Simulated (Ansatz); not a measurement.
# What CsNbS3 (model cell, started as cubic perovskite with Nb in the octahedra) distorts into

Wanted: the energy along a soft mode of CsNbS3 (model cell, started as cubic perovskite with Nb in the octahedra) and the structure at the end.

Program: Ansatz 0.2.0. Level of theory: DFT PBEsol, scalar-relativistic, plane waves, PAW; PAW set soft_1. Results are calculated unless marked as measured.

Report form: the programs' logs are mostly left out.

The structure was built from a prototype and need not be the compound's stable phase.

### Step 1. Starting point

The structure is cubic, space group Pm-3m (No. 221). The conventional cell has a = 4.872 Å, b = 4.872 Å, c = 4.872 Å, α = 90.00°, β = 90.00°, γ = 90.00°. Cs has 12 S at 3.45 Å nearest. Nearest to Nb lie 6 S at 2.44 Å. Nearest to S lie 2 Nb at 2.44 Å and 4 Cs at 3.45 Å. Farther neighbours and most contacts between anions are not listed.

### Step 2. The dispersion

The cell comes from relaxations at this level that are not shown. Stability and thermal properties need the whole zone. Linear response on a 2×2×2 q mesh gives force constants as far as a supercell of that size would.

Contents of input.yaml:

```yaml
crystal:
  lattice:
    - [4.8720385137, 0.0, 0.0]
    - [0.0, 4.8720385137, 0.0]
    - [0.0, 0.0, 4.8720385137]
  atoms:
    - { symbol: Cs, position: [0.0, 0.0, 0.0] }
    - { symbol: Nb, position: [0.5, 0.5, 0.5] }
    - { symbol: S, position: [0.5, 0.5, 0.0] }
    - { symbol: S, position: [0.5, 0.0, 0.5] }
    - { symbol: S, position: [0.0, 0.5, 0.5] }
kpoints:
  mp_grid: { grid: [8, 8, 8] }
hamiltonian:
  xc: pbesol
  pseudopotentials: { kind: paw, azcp: { folder: soft_1 }, xc_functional: pbe }
scf:
  occupations: { method: methfessel_paxton, width: 0.2 }
output:
  eigenvalues: true
phonons:
  method: dfpt
  qmesh: [2, 2, 2]
  temperatures: { t_max: 1000, t_step: 50 }
  qpath:
    path:
      - [[0.0, 0.0, 0.0], [0.0, 0.5, 0.0], [0.5, 0.5, 0.0], [0.0, 0.0, 0.0], [0.5, 0.5, 0.5], [0.0, 0.5, 0.0]]
      - [[0.5, 0.5, 0.5], [0.5, 0.5, 0.0]]
    npoints: 10
```

On the command line:

```
$ ansatz run input.yaml --threads 4 --pin off --max-ram 16384MiB --backend cpu --events-out ev --progress --plain --runs-dir out
```

Run time: 3.1 min. Hardware: 4 threads of Arm Neoverse V2, shared host; peak memory 1.3 GiB; 12 min of CPU time.

Numbers from this step:

| Item | Value |
| --- | --- |
| volume per atom | 23.13 Å³ |
| gap on the k-mesh | 0 eV |
| sum-rule residual before enforcement | 2.57e-5 eV/Å² |
| lowest frequency on the path | -204.8 cm⁻¹ |
| point group | m-3m |
| highest frequency on the path or at a solved wavevector | 444.6 cm⁻¹ |
| highest optical mode at the zone centre (no LO-TO term) | 288.4 cm⁻¹ |
| lowest optical zone-centre mode | 60.52 cm⁻¹ |
| lowest mode on the q mesh (acoustic modes at Γ apart) | -204.8 cm⁻¹ |

Frequencies (cm⁻¹) solved at each irreducible wavevector; negative means imaginary. Frequencies by wavevector, by row:

```
q in reciprocal lattice units  star  mode 1  mode 2  mode 3  mode 4  mode 13  mode 14  mode 15
                        0 0 0     1       0       0       0    60.5    288.4    288.4    288.4
                     0 0 -0.5     3    25.4    25.4    72.7    72.7    277.6    277.6    380.5
                  0 -0.5 -0.5     3   -37.1      71      71    77.8    223.4      262    417.4
               -0.5 -0.5 -0.5     1  -204.8  -204.8    74.5    74.5    219.5    219.5    444.6
```

Interpolated from a 2×2×2 q mesh. Phonon branches along the path, in cm⁻¹:

```
    point  branch 1  branch 2  branch 3  branch 4  branch 12  branch 13  branch 14  branch 15
        Γ         0         0         0        60        159        288        288        288
  halfway        31        31        64        64        178        284        284        332
        X        25        25        73        73        233        278        278        380
  halfway       -19        69        70        75        216        231        271        401
        M       -37        71        71        78        223        223        262        417
  halfway        21        49        70        77        199        249        278        369
        Γ         0         0         0        60        159        288        288        288
  halfway        58        58        77       109        199        226        226        402
        R      -205      -205        74        74        220        220        220        445
  halfway        67        72        74        92        204        210        229        425
        X        25        25        73        73        233        278        278        380
jump to R      -205      -205        74        74        220        220        220        445
  halfway      -132        73        73        76        221        222        222        438
        M       -37        71        71        78        223        223        262        417
```

Symmetry leaves 4 wavevectors to solve. The lowest mode among them, the acoustic zeros apart, lies at q = (-0.5, -0.5, -0.5) and is imaginary, 204.8i cm⁻¹, so the energy falls along it.

### Step 3. The mode frozen in, largest atomic shift 0 Å

The mode followed lies at q = (-0.5, -0.5, -0.5) with frequency 204.8i cm⁻¹ and is 2-fold degenerate, the softest among the wavevectors solved. At small amplitude the distorted cell has space group no. 139 by a symmetry search on the positions. The undistorted cell that holds it gives the zero of energy on the same k mesh.

System of this step: CsNbS3 (model cell, started as cubic perovskite with Nb in the octahedra). It takes space group Pm-3m (No. 221, cubic). The conventional cell has a = 4.872 Å, b = 4.872 Å, c = 4.872 Å, α = 90.00°, β = 90.00°, γ = 90.00°. Nearest to Cs lie 12 S at 3.45 Å. Nearest to Nb lie 6 S at 2.44 Å. Nearest to S lie 2 Nb at 2.44 Å and 4 Cs at 3.45 Å. Farther neighbours and most contacts between anions are not listed.

input.yaml, the sections that differ from step 2:

```yaml
crystal:
  lattice:
    - [4.8720385137, 4.8720385137, 0.0]
    - [4.8720385137, 0.0, 4.8720385137]
    - [4.8720385137, 0.0, -4.8720385137]
  atoms:
    - { symbol: Cs, position: [0.0, 0.0, 0.0] }
    - { symbol: Cs, position: [0.0, 0.5, 0.5] }
    - { symbol: Nb, position: [0.5, 0.25, 0.75] }
    - { symbol: Nb, position: [0.5, 0.75, 0.25] }
    - { symbol: S, position: [0.5, 0.0, 0.0] }
    - { symbol: S, position: [0.5, 0.5, 0.5] }
    - { symbol: S, position: [0.0, 0.5, 0.0] }
    - { symbol: S, position: [0.0, 0.0, 0.5] }
    - { symbol: S, position: [0.5, 0.0, 0.5] }
    - { symbol: S, position: [0.5, 0.5, 0.0] }
output:
  forces: true
  stress: true
  eigenvalues: true
# kpoints, hamiltonian, scf: as in step 2
# phonons: removed
```

The job ended after 5.6 s (4 threads; peak memory 0.76 GiB).

This step gave:

* pressure: -0.05679 GPa
* energy from the undistorted cell: 0 meV/atom

The run ends at a pressure of -0.06 GPa.

### Step 4. The mode frozen in, largest atomic shift 0.08 Å

The atoms are moved along the unstable eigenvector, the largest shift by 0.08 Å, with the cell fixed.

input.yaml, the sections that differ from step 3:

```yaml
crystal:
  lattice:
    - [4.8720385137, 4.8720385137, 0.0]
    - [4.8720385137, 0.0, 4.8720385137]
    - [4.8720385137, 0.0, -4.8720385137]
  atoms:
    - { symbol: Cs, position: [0.0, 0.0, 0.0] }
    - { symbol: Cs, position: [0.0, 0.5, 0.5] }
    - { symbol: Nb, position: [0.5, 0.25, 0.75] }
    - { symbol: Nb, position: [0.5, 0.75, 0.25] }
    - { symbol: S, position: [0.5, -0.0041050579, 0.0041050579] }
    - { symbol: S, position: [0.5, 0.5041050579, 0.4958949421] }
    - { symbol: S, position: [0.0164202314, 0.4917898843, -0.0082101157] }
    - { symbol: S, position: [-0.0164202314, 0.0082101157, 0.5082101157] }
    - { symbol: S, position: [0.5, -0.0041050579, 0.4958949421] }
    - { symbol: S, position: [0.5, 0.5041050579, 0.0041050579] }
# kpoints, hamiltonian, scf, output: as in step 3
```

Run time: 10 s. Hardware: 4 threads; peak memory 0.92 GiB.

Numbers from this step:

```
pressure                         : 0.3067 GPa
gap on the k-mesh                : 0.05748 eV
energy from the undistorted cell : -1.762 meV/atom
```

The energy, extrapolated to zero smearing, is -1.76 meV/atom against the undistorted cell.

The run ends at a pressure of 0.31 GPa, with forces up to 0.10 eV/Å.

### Step 5. Energy along the mode, all amplitudes (two of the runs are shown above)

An imaginary frequency means negative curvature, so the energy should fall and then rise again as anharmonic terms take over.

This step gave:

```
depth at the lowest point sampled  : 1.762 meV/atom
largest atomic shift at that point : 0.08 Å
```

The energy from the parent by largest atomic shift:

```
largest atomic shift (Å)  energy from the parent (meV/atom)
                  0.0000                                  0
                  0.0400                              -1.14
                  0.0800                              -1.76
                  0.1400                               6.25
```

Displacement at unit largest shift by atom:

```
atom  x (Å)  y (Å)  z (Å)  size
 Cs1   0.00   0.00   0.00  0.00
 Cs2   0.00   0.00   0.00  0.00
 Nb3   0.00   0.00   0.00  0.00
 Nb4   0.00   0.00   0.00  0.00
  S5   0.00   0.00  -0.50  0.50
  S6   0.00   0.00   0.50  0.50
  S7   0.00   1.00   0.00  1.00
  S8   0.00  -1.00   0.00  1.00
  S9  -0.50   0.00   0.00  0.50
 S10   0.50   0.00   0.00  0.50
```

The lowest of the steps tried is at 0.08 Å, 1.76 meV/atom below the parent; the bottom of the well need not coincide with a step.

### Step 6. Relaxation from the frozen mode

Starting from the lowest point found, all atoms and the cell are let go, so that strain and other modes of the same symmetry can join in.

Changes to input.yaml since step 4:

```diff
@@ -27 +27,10 @@
   eigenvalues: true
+  write_density: true
+  write_potential: true
+  elf: true
+  volumetric_format: npy
+relax:
+  adjacent_minimum: "off"
+  f_tol: 0.002
+  max_steps: 120
+  cell: { stress_tol: 0.03 }
```

It took 53 s on 4 threads; peak memory 0.96 GiB.

Step by step:

```
step  energy less that of the first step (eV)  largest force component (eV/Å)  pressure (GPa)  volume (Å³)
   1                                   0.0000                          0.1018            0.31       231.29
   2                                  -0.0020                          0.0342           -0.07       232.23
   3                                  -0.0022                          0.0148           -0.02       232.03
   4                                  -0.0023                          0.0013            0.00       231.91
  5*                                  -0.0024                          0.0013            0.00       231.91
```

Relaxation steps marked * repeat the geometry before them on a plane-wave basis chosen anew for their cell, so energy and pressure can jump there.

Forces are held to the 16 operations that the run works with; a distortion that breaks them can't arise in this run.

```
conventional cell, symmetrised  before  after  change
                         a (Å)   6.890  6.891  +0.0 %
                         b (Å)   6.890  6.891  +0.0 %
                         c (Å)   9.744  9.769  +0.3 %
              volume (Å³/atom)   23.13  23.19  +0.3 %
```

Final coordinates:

```cif
data_structure
_symmetry_space_group_name_H-M 'P 1'
_symmetry_Int_Tables_number 1
_cell_length_a 6.8991
_cell_length_b 6.8906
_cell_length_c 6.8906
_cell_angle_alpha 90.000
_cell_angle_beta 60.041
_cell_angle_gamma 60.041
_cell_volume 231.91
loop_
_atom_site_label
_atom_site_type_symbol
_atom_site_fract_x
_atom_site_fract_y
_atom_site_fract_z
_atom_site_occupancy
Cs1 Cs 0.00000 0.00000 0.00000 1
Cs2 Cs 0.00000 0.50000 0.50000 1
Nb3 Nb 0.50000 0.25000 0.75000 1
Nb4 Nb 0.50000 0.75000 0.25000 1
S5 S 0.50000 0.99640 0.00360 1
S6 S 0.50000 0.50360 0.49640 1
S7 S 0.01453 0.49273 0.99273 1
S8 S 0.98547 0.00727 0.50727 1
S9 S 0.50000 0.99640 0.49640 1
S10 S 0.50000 0.50360 0.00360 1
```

This step gave:

| Quantity | Value |
| --- | --- |
| pressure | 0.001036 GPa |
| volume per atom | 23.19 Å³ |
| gap on the k-mesh | 0.05685 eV |

Electrostatic potential energy in the ac plane of the conventional cell at fractional y = 0.000, with atoms of Cs and Nb and S within 0.2 Å of it. With pseudopotentials it is smooth inside the atoms' cores, unlike the true potential.

Values in eV, 13 rows by 16 columns, each cell a mean:
```
-45 -30  -3   9  12  12  12  12  12  12  12  12  10   3 -19 -42
 -4   2   8  11  12  10   7   2   1   5   9  11  12  10   5  -2
-28 -18   6  11  10   3 -11 -15 -15 -14  -3   9  11   9  -7 -27
-29 -20   5  11  10   1 -13 -15 -14 -15  -5   8  11   9  -9 -29
 -1   5   9  11  11   9   2  -4  -5  -1   7  11  12  11   7   1
-34 -19   1   9  12  12  11  11  11  11  12  12  11   6 -11 -30
-51 -42  -8   8  11  12  12  12  12  12  12  12  10   1 -30 -51
-22 -10   4  10  12  12  11   9   9  10  11  12  11   7  -4 -19
 -6   2   9  12  11   7  -2  -9 -10  -6   4  10  12  11   6  -4
-29 -25   4  11  10   0 -14 -15 -14 -15  -7   8  11   8 -13 -31
-23 -11   7  11  11   5  -7 -14 -14 -11   0   9  11  10  -2 -21
-10  -1   7  11  12  11   9   6   6   8  10  12  11   9   2  -7
-50 -37  -6   8  11  12  12  12  12  12  12  12  10   2 -26 -48
```
Columns run along a (6.9 Å; values clipped at the 3rd and 97th percentile), rows up along c (9.8 Å), edges of the conventional cell, whose origin can differ from the input's. Atoms in or near the plane, at fractional coordinates: Cs at (0.50, 0.75), Cs at (0.50, 0.25), Nb at (0.00, 0.00), Nb at (0.00, 0.50), S at (0.00, 0.76), S at (0.00, 0.24).

ELF in the ac plane of the conventional cell at fractional y = 0.000, with atoms of Cs and Nb and S within 0.2 Å of it. It is the smooth field of the valence electrons, not physical close to the nuclei.

Ten even steps from '0' (0.01) to '9' (0.87), each cell a mean:
```
6751110000000111277
6521110001000011146
3321000257631001233
8874103799995102688
5896117998898304896
0597228962499515982
3796128974599414895
9984115999997202699
5532001589973001345
4211100124310001123
8731110000000111257
4751111000000121375
6741110000000111277
7521110001000011146
3211000257631001123
8752003799995101478
8995117997898303798
1697228962499514983
1697228974599415983
7996115999997203898
6653101589973002466
4311100124310001123
7731110000000111257
4751111000000111375
```
Columns run along a (6.9 Å), rows up along c (9.8 Å), edges of the conventional cell, whose origin can differ from the input's. Atoms in or near the plane, at fractional coordinates: Cs at (0.50, 0.75), Cs at (0.50, 0.25), Nb at (0.00, 0.00), Nb at (0.00, 0.50), S at (0.00, 0.76), S at (0.00, 0.24).

Valence density in the ac plane of the conventional cell at fractional y = 0.000, with atoms of Cs and Nb and S within 0.2 Å of it. It is the smooth field of the valence electrons, not physical close to the nuclei.

Values in e/Å³, 13 rows by 16 columns, each cell a mean:
```
3.8 2.2 0.4 0.1 0.1 0.1 0.0 0.0 0.0 0.0 0.1 0.1 0.1 0.2 1.3 3.4
0.8 0.5 0.2 0.1 0.1 0.1 0.2 0.4 0.4 0.3 0.1 0.1 0.1 0.1 0.3 0.7
0.9 0.9 0.4 0.1 0.1 0.3 0.9 0.9 0.7 1.0 0.5 0.1 0.1 0.3 0.8 1.0
0.8 0.9 0.4 0.1 0.1 0.4 1.0 0.6 0.3 1.0 0.7 0.2 0.1 0.3 0.8 0.9
0.6 0.4 0.2 0.1 0.1 0.1 0.4 0.6 0.7 0.5 0.2 0.1 0.1 0.1 0.3 0.6
2.7 1.3 0.3 0.1 0.1 0.1 0.1 0.1 0.1 0.1 0.1 0.1 0.1 0.2 0.8 2.3
4.9 3.2 0.6 0.2 0.1 0.1 0.0 0.0 0.0 0.0 0.1 0.1 0.2 0.3 2.0 4.7
1.7 0.8 0.2 0.1 0.1 0.1 0.1 0.1 0.1 0.1 0.1 0.1 0.1 0.2 0.5 1.4
0.8 0.5 0.2 0.1 0.1 0.2 0.5 0.8 0.9 0.7 0.3 0.1 0.1 0.1 0.4 0.7
0.7 1.0 0.5 0.1 0.1 0.4 1.0 0.5 0.1 1.0 0.7 0.2 0.1 0.3 0.8 0.9
1.0 0.8 0.4 0.1 0.1 0.3 0.8 0.9 0.9 0.9 0.4 0.1 0.1 0.2 0.7 1.0
1.0 0.5 0.2 0.1 0.1 0.1 0.1 0.2 0.2 0.2 0.1 0.1 0.1 0.1 0.4 0.8
4.5 2.8 0.5 0.2 0.1 0.1 0.0 0.0 0.0 0.0 0.1 0.1 0.1 0.3 1.7 4.2
```
Columns run along a (6.9 Å), rows up along c (9.8 Å), edges of the conventional cell, whose origin can differ from the input's. Atoms in or near the plane, at fractional coordinates: Cs at (0.50, 0.75), Cs at (0.50, 0.25), Nb at (0.00, 0.00), Nb at (0.00, 0.50), S at (0.00, 0.76), S at (0.00, 0.24).

The distorted start has space group I4/mmm; the relaxation ends in I4/mmm.

[end of part 1 of 2]

[Logs are printed without paths, hosts, clocks, repeated set-up lines and the standing remarks that a program may print on its own settings, such as how far it seeks lower states.]

[Hosts, paths, dates, database ids (printed as entryN), source tags and the programs' standing remarks are cut or masked in the printed files.]
